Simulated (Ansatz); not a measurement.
# CH3 on Al(100), bridge start, 2x2 cell: work function, bands and core levels, part 3 of 3

Wanted: core-level shifts and unfolded surface bands for CH3 on Al(100), bridge start, 2x2 cell.

Ansatz 0.2.0; DFT, PBE, plane-wave PAW, default files, scalar-relativistic.

So far, work function, upper face (eV): step 2 (the clean face) 4.27; step 3 (relaxation) 4.26.

**4. Layer-resolved bands, DOS and potential (continued)**

Shapes are the site's partial DOS without matrix elements, which overweights lines from ligand s bands. Emission peaks, by row:

```
                line  energy (eV)  height (%)
                 C K         -5.5         100
                 C K         -3.5       16.69
                 C K        -2.75       14.08
      C K, E along x         -5.5       146.2
      C K, E along y         -5.5       145.2
      C K, E along z         -3.5       45.68
      C K, E along z        -2.75       39.18
           Al K-beta         -7.2       50.71
           Al K-beta           -5       66.78
           Al K-beta         -2.4       94.22
           Al K-beta         -1.5       98.11
           Al K-beta         -0.8         100
Al K-beta, E along x        -4.95       71.25
Al K-beta, E along x        -2.45        98.7
Al K-beta, E along x         -1.6       93.94
Al K-beta, E along x         -0.8       92.58
Al K-beta, E along y        -4.95       71.24
Al K-beta, E along y        -2.45        98.7
Al K-beta, E along y         -1.6       93.94
Al K-beta, E along y         -0.8       92.59
Al K-beta, E along z        -7.85          46
Al K-beta, E along z        -5.85       63.76
Al K-beta, E along z        -0.85       114.4
             Al L2,3        -8.05       60.46
             Al L2,3        -7.25       62.14
             Al L2,3         -6.2       76.29
             Al L2,3         -4.9        80.3
             Al L2,3         -3.9         100
             Al L2,3         -2.8       95.78
             Al L2,3         -1.5        90.4
             Al L2,3        -0.75       88.82
```

Recipe: projected DOS times atomic cross section and asymmetry factor (linear light, 0° from the polarisation), occupied states only, Fermi edge at 20 K, a Lorentzian width of 0.2 eV growing by 0 eV per eV of binding energy, and a resolution of 0.2 eV. Each atom is damped by exp[−depth/(λ cos θ)], θ = 0° from the normal, λ from the universal curve. Curves are cut 10 eV under the photon energy, above any shell that the free atom's threshold puts out of reach, or at the lower edge of the window: 11.2 eV at 21.2 eV, 14.5 eV at 40.8 eV, 14.5 eV at 1486.7 eV and 14.5 eV at 8047.8 eV. Matrix elements of the solid and inelastic losses aren't modelled, nor non-dipole terms, which matter above 3 keV.

How the area divides among the shells (%):

```
shell  21.2 eV  40.8 eV  1486.7 eV  8047.8 eV
 H 1s     24.1     12.7        0.1        0.0
 C 2s      0.3     11.4        5.8        2.9
 C 2p     60.0     46.9        0.3        0.0
Al 3s     12.6     15.4       81.7       95.1
Al 3p      2.9     13.7       12.2        1.9
```

Cross sections used, in Mb an electron:

```
shell  21.2 eV  40.8 eV  1486.7 eV  8047.8 eV
 H 1s      1.9     0.29     3.0e-6     9.6e-9
 C 2s     0.58     0.56     3.1e-4     2.0e-6
 C 2p      2.7     0.84     9.8e-6     1.2e-8
Al 3s     0.15     0.15     3.5e-4     4.3e-6
Al 3p    0.070     0.10     4.0e-5     1.0e-7
```

Regions along c: top from 14.5 to 22.2 Å, middle from 10.4 to 14.5 Å, bottom from 3.5 to 10.4 Å.

States with weight above 0.08 nearest the zero at M of the zone, within the window kept, -8.0 to 3.5 eV (levels that the program groups as degenerate share a row):

```
E (eV)  weight, total  weight, top  weight, middle  weight, bottom
 -1.37           0.75         0.11            0.43            0.21
 -1.24           1.00         0.06            0.69            0.26
 -1.21           0.36         0.05            0.15            0.16
 -0.55           0.95         0.15            0.37            0.42
 -0.37           0.99         0.27            0.37            0.35
 -0.37           0.99         0.27            0.37            0.35
 -0.12           1.00         0.23            0.29            0.47
  0.53           0.09         0.06            0.02            0.01
  0.95           0.99         0.27            0.34            0.39
  1.15           0.18         0.07            0.06            0.05
```

States with weight above 0.08 nearest the zero at Γ of the zone, within the window kept, -8.0 to 3.5 eV (levels that the program groups as degenerate share a row):

```
E (eV)  weight, total  weight, top  weight, middle  weight, bottom
 -3.95           0.15         0.04            0.04            0.07
 -3.94           0.42         0.11            0.12            0.18
 -2.90           0.31         0.10            0.07            0.14
 -2.13           0.59         0.17            0.17            0.25
 -1.37           0.11         0.04            0.03            0.04
 -1.21           0.20         0.09            0.06            0.06
  0.53           0.20         0.07            0.06            0.08
  1.15           0.68         0.20            0.18            0.30
  3.03           0.63         0.17            0.12            0.31
  3.25           0.44         0.37            0.01            0.04
```

States with weight above 0.08 nearest the zero at X of the zone, within the window kept, -8.0 to 3.5 eV (levels that the program groups as degenerate share a row):

```
E (eV)  weight, total  weight, top  weight, middle  weight, bottom
 -2.22           0.50         0.14            0.16            0.21
 -2.13           0.20         0.06            0.06            0.08
 -1.87           0.92         0.21            0.34            0.37
 -1.21           0.22         0.08            0.06            0.08
  0.00           0.50         0.15            0.14            0.21
  0.53           0.35         0.06            0.10            0.19
  0.85           0.98         0.23            0.30            0.45
  1.41           0.10         0.03            0.03            0.04
  1.72           0.49         0.14            0.15            0.21
  2.33           0.20         0.07            0.07            0.07
```

The largest force component on a free atom is 0.067 eV/Å, so the geometry isn't quite at rest for these settings. At the Fermi level the DOS is 8.71 states/eV a cell, and on the broadened curves Al 3p holds 68 % of the total there.

**5. Core levels by total-energy differences**

XPS shifts tell sites apart. Each chosen atom gets a core hole in a self-consistent pass of its own.

input.yaml reads:

```yaml
crystal:
  lattice:
    - [5.713422792, 0.0, 0.0]
    - [0.0, 5.713422792, 0.0]
    - [0.0, 0.0, 24.99]
  atoms:
    - { symbol: H, position: [0.6608639876, 1.11077e-05, 0.7264989115] }
    - { symbol: H, position: [0.3898418505, 0.1563894988, 0.7240714831] }
    - { symbol: H, position: [0.3898643723, 0.8435946438, 0.7240716945] }
    - { symbol: C_h, position: [0.4828783554, -1.4236e-06, 0.7098426931] }
    - { symbol: Al, position: [-0.0035594471, -1.233e-06, 0.6206781199] }
    - { symbol: Al_h, position: [0.4975125071, -9.487e-07, 0.6290869877] }
    - { symbol: Al_h, position: [-0.0007031248, 0.4999987004, 0.6246908989] }
    - { symbol: Al, position: [0.5007785324, 0.4999986625, 0.6206896421] }
    - { symbol: Al, position: [0.2503889974, 0.2488698989, 0.5429446036] }
    - { symbol: Al, position: [0.7483759479, 0.2491815835, 0.5426126555] }
    - { symbol: Al, position: [0.2503891393, 0.7511284479, 0.5429446688] }
    - { symbol: Al, position: [0.7483755738, 0.750817001, 0.5426127686] }
    - { symbol: Al_h, position: [0.0, 0.0, 0.461784714] }
    - { symbol: Al, position: [0.5, 0.0, 0.461784714] }
    - { symbol: Al, position: [0.0, 0.5, 0.461784714] }
    - { symbol: Al, position: [0.5, 0.5, 0.461784714] }
    - { symbol: Al, position: [0.25, 0.25, 0.380952381] }
    - { symbol: Al, position: [0.75, 0.25, 0.380952381] }
    - { symbol: Al, position: [0.25, 0.75, 0.380952381] }
    - { symbol: Al, position: [0.75, 0.75, 0.380952381] }
    - { symbol: Al, position: [0.0, 0.0, 0.300120048] }
    - { symbol: Al, position: [0.5, 0.0, 0.300120048] }
    - { symbol: Al, position: [0.0, 0.5, 0.300120048] }
    - { symbol: Al, position: [0.5, 0.5, 0.300120048] }
kpoints:
  mp_grid: { grid: [8, 8, 1] }
scf:
  occupations: { method: fermi_dirac, width: 0.05 }
  n_extra_bands: 18
hamiltonian:
  xc: pbe
  pseudopotentials: { kind: paw }
output:
  forces: true
  write_potential: true
  volumetric_format: []
  core_levels:
    shells: { C_h: "1s", Al_h: "2p" }
    counted_from: fermi_level
    add_spin: false
efield:
  axis: 3
  dipole_correction: true
```

Launch:

```console
> ansatz run input.yaml --threads 4 --pin off --max-ram 12288MiB --backend cpu --events-out ev --progress --plain --runs-dir out
```

Wall time 5.1 min (4 threads of Arm Neoverse V1, shared host); peak memory 2.1 GiB.

Each level is the free energy with the hole less that without it. The electron goes to the Fermi level, so the difference is a binding energy from E_F. The hole's nearest image is 5.7 Å away, and the holes carry no spin, so absolute levels are rough.

```
atom     region  shell  level (eV)  shift (eV)  potential at nucleus, shift (V)   j lines (eV)  doubts
  C4  adsorbate     1s      282.51           -                            +0.00              -       -
 Al6    layer 1     2p       72.89       -0.02                            -0.05  73.17 / 72.76       -
 Al7    layer 1     2p       72.89       -0.02                            +0.12  73.17 / 72.75       -
Al13    layer 3     2p       72.91       +0.00                            +0.00  73.19 / 72.77       -
```

Levels of p, d and f shells are means over their two j lines, weighted by degeneracy; the splitting comes from the atom's own solve. Shifts count from the last listed atom of each element. A higher potential at the nucleus binds core electrons more tightly, so that column is a rough initial-state shift.

The Al 2p lines of the listed atoms alone (other atoms of the cell aren't counted), as Gaussians 0.5 eV wide, no depth weighting. Table of intensity by Al 2p level; read off at these points:

Al 2p level (eV), intensity (%) and a bar:
```
     71.8          0 
     71.9          0 
     72.0          0 
     72.1          1 
     72.2          3 #
     72.3          9 ###
     72.4         22 #######
     72.5         44 #############
     72.6         70 #####################
     72.7         92 ############################
     72.8        100 ##############################
     72.9         94 ############################
     73.0         81 ########################
     73.1         69 #####################
     73.2         56 #################
     73.3         42 #############
     73.4         27 ########
     73.5         15 ####
     73.6          6 ##
     73.7          2 #
     73.8          1 
     73.9          0 
     74.0          0 
     74.1          0
```

**6. Without the dipole correction**

Leaving out the dipole correction shows the spurious field between unlike faces.

Changes to input.yaml since step 5:

```diff
@@ -9,6 +9,6 @@
     - { symbol: H, position: [0.3898643723, 0.8435946438, 0.7240716945] }
-    - { symbol: C_h, position: [0.4828783554, -1.4236e-06, 0.7098426931] }
+    - { symbol: C, position: [0.4828783554, -1.4236e-06, 0.7098426931] }
     - { symbol: Al, position: [-0.0035594471, -1.233e-06, 0.6206781199] }
-    - { symbol: Al_h, position: [0.4975125071, -9.487e-07, 0.6290869877] }
-    - { symbol: Al_h, position: [-0.0007031248, 0.4999987004, 0.6246908989] }
+    - { symbol: Al, position: [0.4975125071, -9.487e-07, 0.6290869877] }
+    - { symbol: Al, position: [-0.0007031248, 0.4999987004, 0.6246908989] }
     - { symbol: Al, position: [0.5007785324, 0.4999986625, 0.6206896421] }
@@ -18,3 +18,3 @@
     - { symbol: Al, position: [0.7483755738, 0.750817001, 0.5426127686] }
-    - { symbol: Al_h, position: [0.0, 0.0, 0.461784714] }
+    - { symbol: Al, position: [0.0, 0.0, 0.461784714] }
     - { symbol: Al, position: [0.5, 0.0, 0.461784714] }
@@ -34,3 +34,3 @@
   occupations: { method: fermi_dirac, width: 0.05 }
-  n_extra_bands: 18
+  n_extra_bands: 24
 hamiltonian:
@@ -42,8 +42,12 @@
   volumetric_format: []
-  core_levels:
-    shells: { C_h: "1s", Al_h: "2p" }
-    counted_from: fermi_level
-    add_spin: false
-efield:
-  axis: 3
-  dipole_correction: true
+  dos:
+    projected:
+      site_lists:
+        adsorbate: [0, 1, 2, 3]
+        layer_1: [4, 5, 6, 7]
+        layer_2: [8, 9, 10, 11]
+        layer_3: [12, 13, 14, 15]
+        other_layers: [16, 17, 18, 19, 20, 21, 22, 23]
+    de: 0.05
+    e_range: [-30, 12]
+    method: { smearing: { sigma: 0.15, scheme: gaussian } }
```

Wall time 60 s (4 threads); peak memory 2.2 GiB.

Residual by cycle:

cycle, log10 residual and a bar from the least value:
```
        1       -1.0 ##############################
        2       -1.9 ##########################
        3       -2.8 ######################
        4       -4.4 ###############
        5       -5.5 ##########
        6       -6.7 #####
        7       -7.9
```

The run finished; it serves as a test, and its numbers are not taken as the result.

**7. Results**

```json
{
  "work function": "4.27 eV (other face 4.31 eV)",
  "change from the clean face": "-0.01 eV",
  "Al core shifts among the listed atoms, from the last listed one": "-0.02 to +0.00 eV"
}
```

**Reading.** The Fermi level of CH3 on Al(100), bridge start, 2x2 cell lies 4.27 eV (other face 4.31 eV) below the vacuum, a change of -0.01 eV from the clean face. Only the strongest levels a point were stored, too few to count surface states. The group slid 1.3 Å sideways from its starting site. After relaxation C4 stands 2.15 Å above the top layer, bonded to 1 Al atom at 2.02 Å. The bare lower face differs from the lower face of the clean 1×1 slab by 0.02 eV, a measure of the error from mesh and slab. Core shifts: Al -0.02 to +0.00 eV. At 21.2 eV the valence spectrum has its highest listed peak within 10.8 eV at 5.5 eV (C 2p). At 1486.7 eV the valence spectrum has its highest listed peaks within 13 eV at 0.7 eV (Al 3s), 1.6 eV (Al 3s), 2.8 eV (Al 3s), 4.0 eV (Al 3s) and 12.5 eV (C 2s). The shell named is the one with most of the intensity, cross sections included, not always the one with most states there. In the main run, from 1486.7 eV towards hard X-rays the Al 3s share grows by 13 points, as its cross section falls more slowly with photon energy than those of the shells it gains on. The slab's own atoms span 8.2 Å, so bulk bands appear as a few quantum-well levels, and states of the two faces can mix.

[Logs are printed without paths, hosts, clocks, repeated set-up lines and the standing remarks that a program may print on its own settings, such as how far it seeks lower states.]

[Hosts, paths, dates, database ids (printed as entryN), source tags and the programs' standing remarks are cut or masked in the printed files.]

[Maps of the electrostatic potential energy from Ansatz leave out the sawtooth potential of an applied field or a dipole correction, so their vacuum need not be flat; work functions include it.]
